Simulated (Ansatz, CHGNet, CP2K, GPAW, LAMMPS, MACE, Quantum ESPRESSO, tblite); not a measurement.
# Amorphous Ge (61 atoms) in CP2K, part 2 of 3

Aim: run amorphous Ge (61 atoms) in CP2K and see how near its forces come to a plane-wave reference, and at what cost.

Program: CP2K 2026.2; the method stands at each step. Banners, paths, timers and routine set-up lines are dropped from the logs unmarked, and long logs keep their key lines alone; longer cuts are marked.

So far. Step 2 (PBE, DZVP-UZH, 350/50 Ry, diagonalisation): Forces lie 6.2 % from the reference's, at 1.2 times its CPU time (on 2 against 4 cores). Step 3 (PBE, TZVP-MOLOPT (SR for Ge), 350/50 Ry …): Against the first run (6.2 %), the force difference from the reference is 4.5 %, at 0.90 times the CPU time (on 4 against 2 cores), with 1037 basis functions against 793; this set comes with other potentials too, so the change isn't the basis's alone.

## (4) PBE, DZVP-MOLOPT (SR for Ge), 350/50 Ry, diagonalisation

Method: Kohn-Sham DFT, PBE, GTH-PBE pseudopotentials, Gaussian and plane waves, DZVP-MOLOPT-GTH, diagonalisation.

Contents of input.inp:

```
&GLOBAL
  PROJECT cell
  RUN_TYPE ENERGY_FORCE
  PRINT_LEVEL LOW
&END GLOBAL
&FORCE_EVAL
  METHOD QS
  STRESS_TENSOR ANALYTICAL
  &DFT
    BASIS_SET_FILE_NAME BASIS_MOLOPT
    POTENTIAL_FILE_NAME GTH_POTENTIALS
    &MGRID
      CUTOFF 350
      REL_CUTOFF 50
    &END MGRID
    &QS
      EPS_DEFAULT 1.0E-12
    &END QS
    &SCF
      SCF_GUESS ATOMIC
      EPS_SCF 1.0E-06
      MAX_SCF 200
      ADDED_MOS 27
      &DIAGONALIZATION
        ALGORITHM STANDARD
      &END DIAGONALIZATION
      &SMEAR ON
        METHOD FERMI_DIRAC
        ELECTRONIC_TEMPERATURE [K] 580
      &END SMEAR
      &MIXING
        METHOD BROYDEN_MIXING
        ALPHA 0.15
        NBROYDEN 8
      &END MIXING
      &PRINT
        &RESTART OFF
        &END RESTART
      &END PRINT
    &END SCF
    &XC
      &XC_FUNCTIONAL PBE
      &END XC_FUNCTIONAL
    &END XC
    &PRINT
      &MULLIKEN ON
      &END MULLIKEN
      &HIRSHFELD ON
        SHAPE_FUNCTION DENSITY
      &END HIRSHFELD
      &MO ON
        EIGENVALUES T
        OCCUPATION_NUMBERS T
        MO_INDEX_RANGE 111 134
        &EACH
          QS_SCF 0
        &END EACH
        ADD_LAST NUMERIC
      &END MO
    &END PRINT
  &END DFT
  &SUBSYS
    &CELL
      A 11.20750 0.00000 0.00000
      B 0.00000 11.20750 0.00000
      C 0.00000 0.00000 11.20750
    &END CELL
    &TOPOLOGY
      COORD_FILE_NAME structure.xyz
      COORD_FILE_FORMAT XYZ
    &END TOPOLOGY
    &KIND Ge
      BASIS_SET DZVP-MOLOPT-SR-GTH-q4
      POTENTIAL GTH-PBE-q4
    &END KIND
  &END SUBSYS
  &PRINT
    &FORCES ON
    &END FORCES
    &STRESS_TENSOR ON
    &END STRESS_TENSOR
  &END PRINT
&END FORCE_EVAL
```

Contents of structure.xyz:

```xyz
61

[... 61 atom lines left out: the same atoms as in the first run ...]
```

On the command line:

```bash
$ OMP_NUM_THREADS=2 cp2k.psmp -i input.inp > output.txt
```

Numbers of over 12 decimals in the logs are rounded to 6 here.

What it wrote:

```text
CP2K| version string:                                       CP2K version 2026.2
 CP2K| Input file name                                                 input.inp
 GLOBAL| Basis set file name                                        BASIS_MOLOPT
 GLOBAL| Potential file name                                      GTH_POTENTIALS
 GLOBAL| Run type                                                   ENERGY_FORCE
 GLOBAL| Total number of message passing processes                             1
 GLOBAL| Number of threads for this process                                    2
[... lines left out ...]
                        Smear method:                                FERMI_DIRAC
[... lines left out ...]
 Number of electrons:                                                        244
[... lines left out ...]
  Step     Update method      Time    Convergence         Total energy    Change
[... lines left out ...]
  *** SCF run converged in    17 steps ***
[... lines left out ...]
  Fermi energy:                                                 0.151415
  Total energy:                                              -239.051881
  Total energy (extrapolated to T->0):                       -239.048868
[... lines left out ...]
 MO| E(Fermi):            0.151415 a.u.          4.120200 eV
[... lines left out ...]
     61       Ge     1       4.000          4.001                        -0.001
  Total Charge                                                           -0.000
 !-----------------------------------------------------------------------------!
 ENERGY| Total FORCE_EVAL ( QS ) energy [hartree]           -239.051868
 FORCES| Atomic forces [hartree/bohr]
 FORCES|   Atom     x               y               z               |f|
 FORCES|      1 -5.93446291E-03  1.56925452E-03  9.95700799E-03   1.16971115E-02
 FORCES|      2 -8.11724337E-03 -1.30947412E-03 -7.19587285E-03   1.09263420E-02
 FORCES|      3  3.18261284E-03 -1.35328991E-02  8.53767731E-03   1.63144205E-02
[...]
FORCES|     60  2.20444861E-03  1.88691121E-02  1.70267915E-02   2.55110685E-02
 FORCES|     61  4.33795668E-03  1.05455253E-02 -3.95212620E-03   1.20683584E-02
 FORCES| Sum    -1.55950629E-06  2.62319749E-07 -1.85854392E-07
 FORCES| Total atomic force                                       1.59229814E-06
 STRESS| Analytical stress tensor [bar]
 STRESS|                        x                   y                   z
 STRESS|      x        4.24689685746E+04  -1.11992889041E+04   9.48839822329E+03
 STRESS|      y       -1.11992889041E+04   4.78294301945E+04  -1.27268253338E+04
 STRESS|      z        9.48839822329E+03  -1.27268253338E+04   7.86766396800E+04
 STRESS| 1/3 Trace                                             5.63250128163E+04
```

Elapsed: 51 s, on 2 threads of Arm Neoverse V2, shared host; peak memory 1.6 GiB.

Compared with the plane-wave run:

- r.m.s. force component: 0.4402 eV/Å
- r.m.s. difference of force components: 24.07 meV/Å
- longest difference of force vectors: 91 meV/Å
- force difference over r.m.s. force: 5.434 %
- slope of forces against the reference's: 0.9924
- correlation of force components: 0.9985
- pressure: 5.633 GPa
- pressure difference: 0.8298 GPa

Against the first run (6.2 %), the force difference from the reference is 5.4 %, at 0.64 times the CPU time, with 793 basis functions against 793; this set comes with other potentials too, so the change isn't the basis's alone.

## (5) PBE, DZVP-UZH, 350/30 Ry, diagonalisation

Method: Kohn-Sham DFT, PBE, GTH-PBE pseudopotentials, Gaussian and plane waves, DZVP-MOLOPT (UZH set), diagonalisation.

Edit input.inp of step 4 so:

```diff
@@ -9,7 +9,7 @@
   &DFT
-    BASIS_SET_FILE_NAME BASIS_MOLOPT
-    POTENTIAL_FILE_NAME GTH_POTENTIALS
+    BASIS_SET_FILE_NAME BASIS_MOLOPT_UZH
+    POTENTIAL_FILE_NAME POTENTIAL_UZH
     &MGRID
       CUTOFF 350
-      REL_CUTOFF 50
+      REL_CUTOFF 30
     &END MGRID
@@ -67,8 +67,32 @@
     &END CELL
-    &TOPOLOGY
-      COORD_FILE_NAME structure.xyz
-      COORD_FILE_FORMAT XYZ
-    &END TOPOLOGY
+    &COORD
+      SCALED
+      Ge 0.10753 0.68397 0.81275
+      Ge 0.00882 0.98303 0.35227
+      Ge 0.52455 0.94572 0.80790
+      Ge 0.25408 0.14946 0.88873
+      Ge 0.87834 0.22258 0.00567
+      Ge 0.59841 0.00624 0.50144
+      Ge 0.93324 0.63668 0.94247
+      Ge 0.09266 0.32144 0.42211
+      Ge 0.39120 0.32656 0.21997
+      Ge 0.39254 0.05660 0.46445
+      Ge 0.90140 0.99869 0.96309
+      Ge 0.41313 0.28304 0.46342
+      Ge 0.88451 0.54042 0.29190
+      Ge 0.67666 0.88664 0.66520
+      Ge 0.21763 0.37472 0.91324
+      Ge 0.75422 0.21266 0.37869
+      Ge 0.95532 0.13520 0.67324
+      Ge 0.74952 0.69463 0.35545
+      Ge 0.15772 0.04845 0.21053
+      Ge 0.47661 0.14728 0.86882
+[... 37 atom lines left out ...]
+      Ge 0.21610 0.50128 0.73807
+      Ge 0.84063 0.86790 0.25935
+      Ge 0.86834 0.94578 0.74138
+      Ge 0.83730 0.26825 0.79856
+    &END COORD
     &KIND Ge
-      BASIS_SET DZVP-MOLOPT-SR-GTH-q4
+      BASIS_SET DZVP-MOLOPT-PBE-GTH-q4
       POTENTIAL GTH-PBE-q4
```

What it wrote:

```text
CP2K| version string:                                       CP2K version 2026.2
 CP2K| Input file name                                                 input.inp
 GLOBAL| Basis set file name                                    BASIS_MOLOPT_UZH
 GLOBAL| Potential file name                                       POTENTIAL_UZH
 GLOBAL| Run type                                                   ENERGY_FORCE
 GLOBAL| Total number of message passing processes                             1
 GLOBAL| Number of threads for this process                                    2
[... lines left out ...]
                        Smear method:                                FERMI_DIRAC
[... lines left out ...]
 Number of electrons:                                                        244
[... lines left out ...]
  Step     Update method      Time    Convergence         Total energy    Change
[... lines left out ...]
  *** SCF run converged in    19 steps ***
[... lines left out ...]
  Fermi energy:                                                 0.150405
  Total energy:                                              -239.070365
  Total energy (extrapolated to T->0):                       -239.067344
[... lines left out ...]
 MO| E(Fermi):            0.150405 a.u.          4.092717 eV
[... lines left out ...]
     61       Ge     1       4.000          4.000                        -0.000
  Total Charge                                                           -0.000
 !-----------------------------------------------------------------------------!
 ENERGY| Total FORCE_EVAL ( QS ) energy [hartree]           -239.070349
 FORCES| Atomic forces [hartree/bohr]
 FORCES|   Atom     x               y               z               |f|
 FORCES|      1 -6.04261248E-03  1.75540681E-03  1.03186167E-02   1.20858789E-02
 FORCES|      2 -8.10565299E-03 -1.58884725E-03 -7.38360752E-03   1.10789759E-02
 FORCES|      3  3.24035192E-03 -1.38456862E-02  8.69035965E-03   1.66650910E-02
[...]
FORCES|     60  2.05652479E-03  1.88746953E-02  1.69724080E-02   2.54665672E-02
 FORCES|     61  4.45189761E-03  1.08175572E-02 -4.24077274E-03   1.24427927E-02
 FORCES| Sum     1.53502486E-05  2.15548089E-05 -5.06185890E-05
 FORCES| Total atomic force                                       5.71181361E-05
 STRESS| Analytical stress tensor [bar]
 STRESS|                        x                   y                   z
 STRESS|      x        4.00898310992E+04  -1.13456454802E+04   9.49585232120E+03
 STRESS|      y       -1.13456454802E+04   4.53791141424E+04  -1.29260239334E+04
 STRESS|      z        9.49585232120E+03  -1.29260239334E+04   7.64550460731E+04
 STRESS| 1/3 Trace                                             5.39746637716E+04
```

Elapsed: 55 s, on 2 threads; peak memory 1.6 GiB; 96 s of CPU time.

Against the reference:

```yaml
r_m_s_force_component: 0.4433 eV/Å
r_m_s_difference_of_force_components: 27.63 meV/Å
longest_difference_of_force_vectors: 84.54 meV/Å
force_difference_over_r_m_s_force: 6.238 %
slope_of_forces_against_the_reference_s: 0.9988
correlation_of_force_components: 0.9981
pressure: 5.397 GPa
pressure_difference: 0.5948 GPa
energy_less_the_same_level_run_s: -0.0324 meV/atom
r_m_s_force_difference_from_the_same_level_run: 0.298 meV/Å
```

This is a coarse setting, run to see what it loses.

Against the first run (6.2 %), the force difference from the reference is 6.2 %, at 0.70 times the CPU time: the change moves forces by 0.30 meV/Å r.m.s., so most of the difference comes from elsewhere.

## (6) PBE+rVV10L, DZVP-UZH, 350/50 Ry, diagonalisation

Method: Kohn-Sham DFT, PBE+rVV10 (b = 10, rVV10L), GTH-PBE pseudopotentials, Gaussian and plane waves, DZVP-MOLOPT (UZH set), diagonalisation.

Edit input.inp of step 5 so:

```diff
@@ -13,3 +13,3 @@
       CUTOFF 350
-      REL_CUTOFF 30
+      REL_CUTOFF 50
     &END MGRID
@@ -43,2 +43,10 @@
       &END XC_FUNCTIONAL
+      &VDW_POTENTIAL
+        POTENTIAL_TYPE NON_LOCAL
+        &NON_LOCAL
+          TYPE RVV10
+          KERNEL_FILE_NAME rVV10_kernel_table.dat
+          PARAMETERS 10.0 0.0093
+        &END NON_LOCAL
+      &END VDW_POTENTIAL
     &END XC
@@ -68,3 +76,2 @@
     &COORD
-      SCALED
 [... 61 atom lines left out: the same atoms as in the first run ...]
```

What it wrote:

```text
CP2K| version string:                                       CP2K version 2026.2
 CP2K| Input file name                                                 input.inp
 GLOBAL| Basis set file name                                    BASIS_MOLOPT_UZH
 GLOBAL| Potential file name                                       POTENTIAL_UZH
 GLOBAL| Run type                                                   ENERGY_FORCE
 GLOBAL| Total number of message passing processes                             1
 GLOBAL| Number of threads for this process                                    2
 TOTAL NUMBERS AND MAXIMUM NUMBERS
  Total number of            - Atomic kinds:                                   1
                             - Atoms:                                         61
[... lines left out ...]
                        Smear method:                                FERMI_DIRAC
[... lines left out ...]
 Number of electrons:                                                        244
[... lines left out ...]
  Step     Update method      Time    Convergence         Total energy    Change
[... lines left out ...]
  *** SCF run converged in    19 steps ***
[... lines left out ...]
  Fermi energy:                                                 0.150152
  Total energy:                                              -238.936655
  Total energy (extrapolated to T->0):                       -238.933614
[... lines left out ...]
 MO| E(Fermi):            0.150152 a.u.          4.085836 eV
[... lines left out ...]
 !-----------------------------------------------------------------------------!
 !-----------------------------------------------------------------------------!
                           Hirshfeld Charges
  #Atom  Element  Kind  Ref Charge     Population                    Net charge
      1       Ge     1       4.000          3.997                         0.003
      2       Ge     1       4.000          3.987                         0.013
      3       Ge     1       4.000          4.008                        -0.008
[...]
60       Ge     1       4.000          4.015                        -0.015
     61       Ge     1       4.000          4.000                        -0.000
  Total Charge                                                           -0.000
 !-----------------------------------------------------------------------------!
 ENERGY| Total FORCE_EVAL ( QS ) energy [hartree]           -238.936645
 FORCES| Atomic forces [hartree/bohr]
 FORCES|   Atom     x               y               z               |f|
 FORCES|      1 -5.70813632E-03  1.76959367E-03  1.05168694E-02   1.20962318E-02
 FORCES|      2 -8.27057122E-03 -1.64772244E-03 -7.52529469E-03   1.13025394E-02
 FORCES|      3  3.83471802E-03 -1.35376052E-02  8.52203733E-03   1.64498309E-02
[...]
FORCES|     60  1.73179562E-03  1.87345545E-02  1.70578223E-02   2.53959042E-02
 FORCES|     61  4.55095094E-03  1.07972412E-02 -4.54707531E-03   1.25685109E-02
 FORCES| Sum    -1.94779548E-06  1.19579549E-07 -8.94023827E-07
 FORCES| Total atomic force                                       2.14650532E-06
 STRESS| Analytical stress tensor [bar]
 STRESS|                        x                   y                   z
 STRESS|      x        3.71702301519E+04  -1.10364656794E+04   9.35474208288E+03
 STRESS|      y       -1.10364656794E+04   4.24969779355E+04  -1.26818946146E+04
 STRESS|      z        9.35474208288E+03  -1.26818946146E+04   7.35812491300E+04
 STRESS| 1/3 Trace                                             5.10828190725E+04
```

It took 2.9 min on 2 threads; peak memory 3.1 GiB.

Compared with the plane-wave run:

```yaml
r_m_s_force_component: 0.4454 eV/Å
r_m_s_difference_of_force_components: 34.05 meV/Å
longest_difference_of_force_vectors: 99.83 meV/Å
force_difference_over_r_m_s_force: 7.686 %
slope_of_forces_against_the_reference_s: 1.003
correlation_of_force_components: 0.9971
pressure: 5.108 GPa
pressure_difference: 0.3056 GPa
```

Against the first run (6.2 %), the force difference from the reference is 7.7 %, at 2.1 times the CPU time; the model has changed, so this is no error of the program alone.

## (7) PBE, DZVP-UZH, 244/50 Ry, diagonalisation

Method: Kohn-Sham DFT, PBE, GTH-PBE pseudopotentials, Gaussian and plane waves, DZVP-MOLOPT (UZH set), diagonalisation.

Edit input.inp of step 6 so:

```diff
@@ -12,3 +12,3 @@
     &MGRID
-      CUTOFF 350
+      CUTOFF 244
       REL_CUTOFF 50
@@ -43,10 +43,2 @@
       &END XC_FUNCTIONAL
-      &VDW_POTENTIAL
-        POTENTIAL_TYPE NON_LOCAL
-        &NON_LOCAL
-          TYPE RVV10
-          KERNEL_FILE_NAME rVV10_kernel_table.dat
-          PARAMETERS 10.0 0.0093
-        &END NON_LOCAL
-      &END VDW_POTENTIAL
     &END XC
```

What it wrote:

```text
CP2K| version string:                                       CP2K version 2026.2
 CP2K| Input file name                                                 input.inp
 GLOBAL| Basis set file name                                    BASIS_MOLOPT_UZH
 GLOBAL| Potential file name                                       POTENTIAL_UZH
 GLOBAL| Run type                                                   ENERGY_FORCE
 GLOBAL| Total number of message passing processes                             1
 GLOBAL| Number of threads for this process                                    2
[... lines left out ...]
                        Smear method:                                FERMI_DIRAC
[... lines left out ...]
 Number of electrons:                                                        244
[... lines left out ...]
  Step     Update method      Time    Convergence         Total energy    Change
[... lines left out ...]
  *** SCF run converged in    19 steps ***
[... lines left out ...]
  Fermi energy:                                                 0.150405
  Total energy:                                              -239.070293
  Total energy (extrapolated to T->0):                       -239.067271
[... lines left out ...]
 MO| E(Fermi):            0.150405 a.u.          4.092732 eV
[... lines left out ...]
     61       Ge     1       4.000          4.000                        -0.000
  Total Charge                                                           -0.000
 !-----------------------------------------------------------------------------!
 ENERGY| Total FORCE_EVAL ( QS ) energy [hartree]           -239.070276
 FORCES| Atomic forces [hartree/bohr]
 FORCES|   Atom     x               y               z               |f|
 FORCES|      1 -6.03427530E-03  1.75262344E-03  1.03104599E-02   1.20743427E-02
 FORCES|      2 -8.11475888E-03 -1.58413534E-03 -7.37863274E-03   1.10816523E-02
 FORCES|      3  3.23793648E-03 -1.38422507E-02  8.68390594E-03   1.66584020E-02
[...]
FORCES|     60  2.06208783E-03  1.88776211E-02  1.69752849E-02   2.54711029E-02
 FORCES|     61  4.45213491E-03  1.08284716E-02 -4.23816431E-03   1.24514794E-02
 FORCES| Sum     7.26040843E-07  1.27141905E-06  1.94926283E-06
 FORCES| Total atomic force                                       2.43788172E-06
 STRESS| Analytical stress tensor [bar]
 STRESS|                        x                   y                   z
 STRESS|      x        4.00755248796E+04  -1.13465227230E+04   9.49641149512E+03
 STRESS|      y       -1.13465227230E+04   4.53621318412E+04  -1.29269600396E+04
 STRESS|      z        9.49641149512E+03  -1.29269600396E+04   7.64345932618E+04
 STRESS| 1/3 Trace                                             5.39574166609E+04
```

Elapsed: 64 s, on 2 threads; peak memory 1.2 GiB; 2 min of CPU time.

Against the reference:

* r.m.s. force component: 0.4433 eV/Å
* r.m.s. difference of force components: 27.61 meV/Å
* longest difference of force vectors: 84.48 meV/Å
* force difference over r.m.s. force: 6.233 %
* slope of forces against the reference's: 0.9989
* correlation of force components: 0.9981
* pressure: 5.396 GPa
* pressure difference: 0.593 GPa
* energy less the same-level run's: -0.0001 meV/atom
* r.m.s. force difference from the same-level run: 0.009 meV/Å

Against the first run (6.2 %), the force difference from the reference is 6.2 %, at 0.87 times the CPU time: the change moves forces by under 0.01 meV/Å r.m.s., so most of the difference comes from elsewhere.

[end of part 2 of 3]

[Also dropped from logs without a mark: logging warnings of Python, and SIESTA's first energy breakdown and zero terms.]

[Logs are printed without paths, hosts, clocks, repeated set-up lines and the standing remarks that a program may print on its own settings, such as how far it seeks lower states.]

[Hosts, paths, dates, database ids (printed as entryN), source tags and the programs' standing remarks are cut or masked in the printed files.]
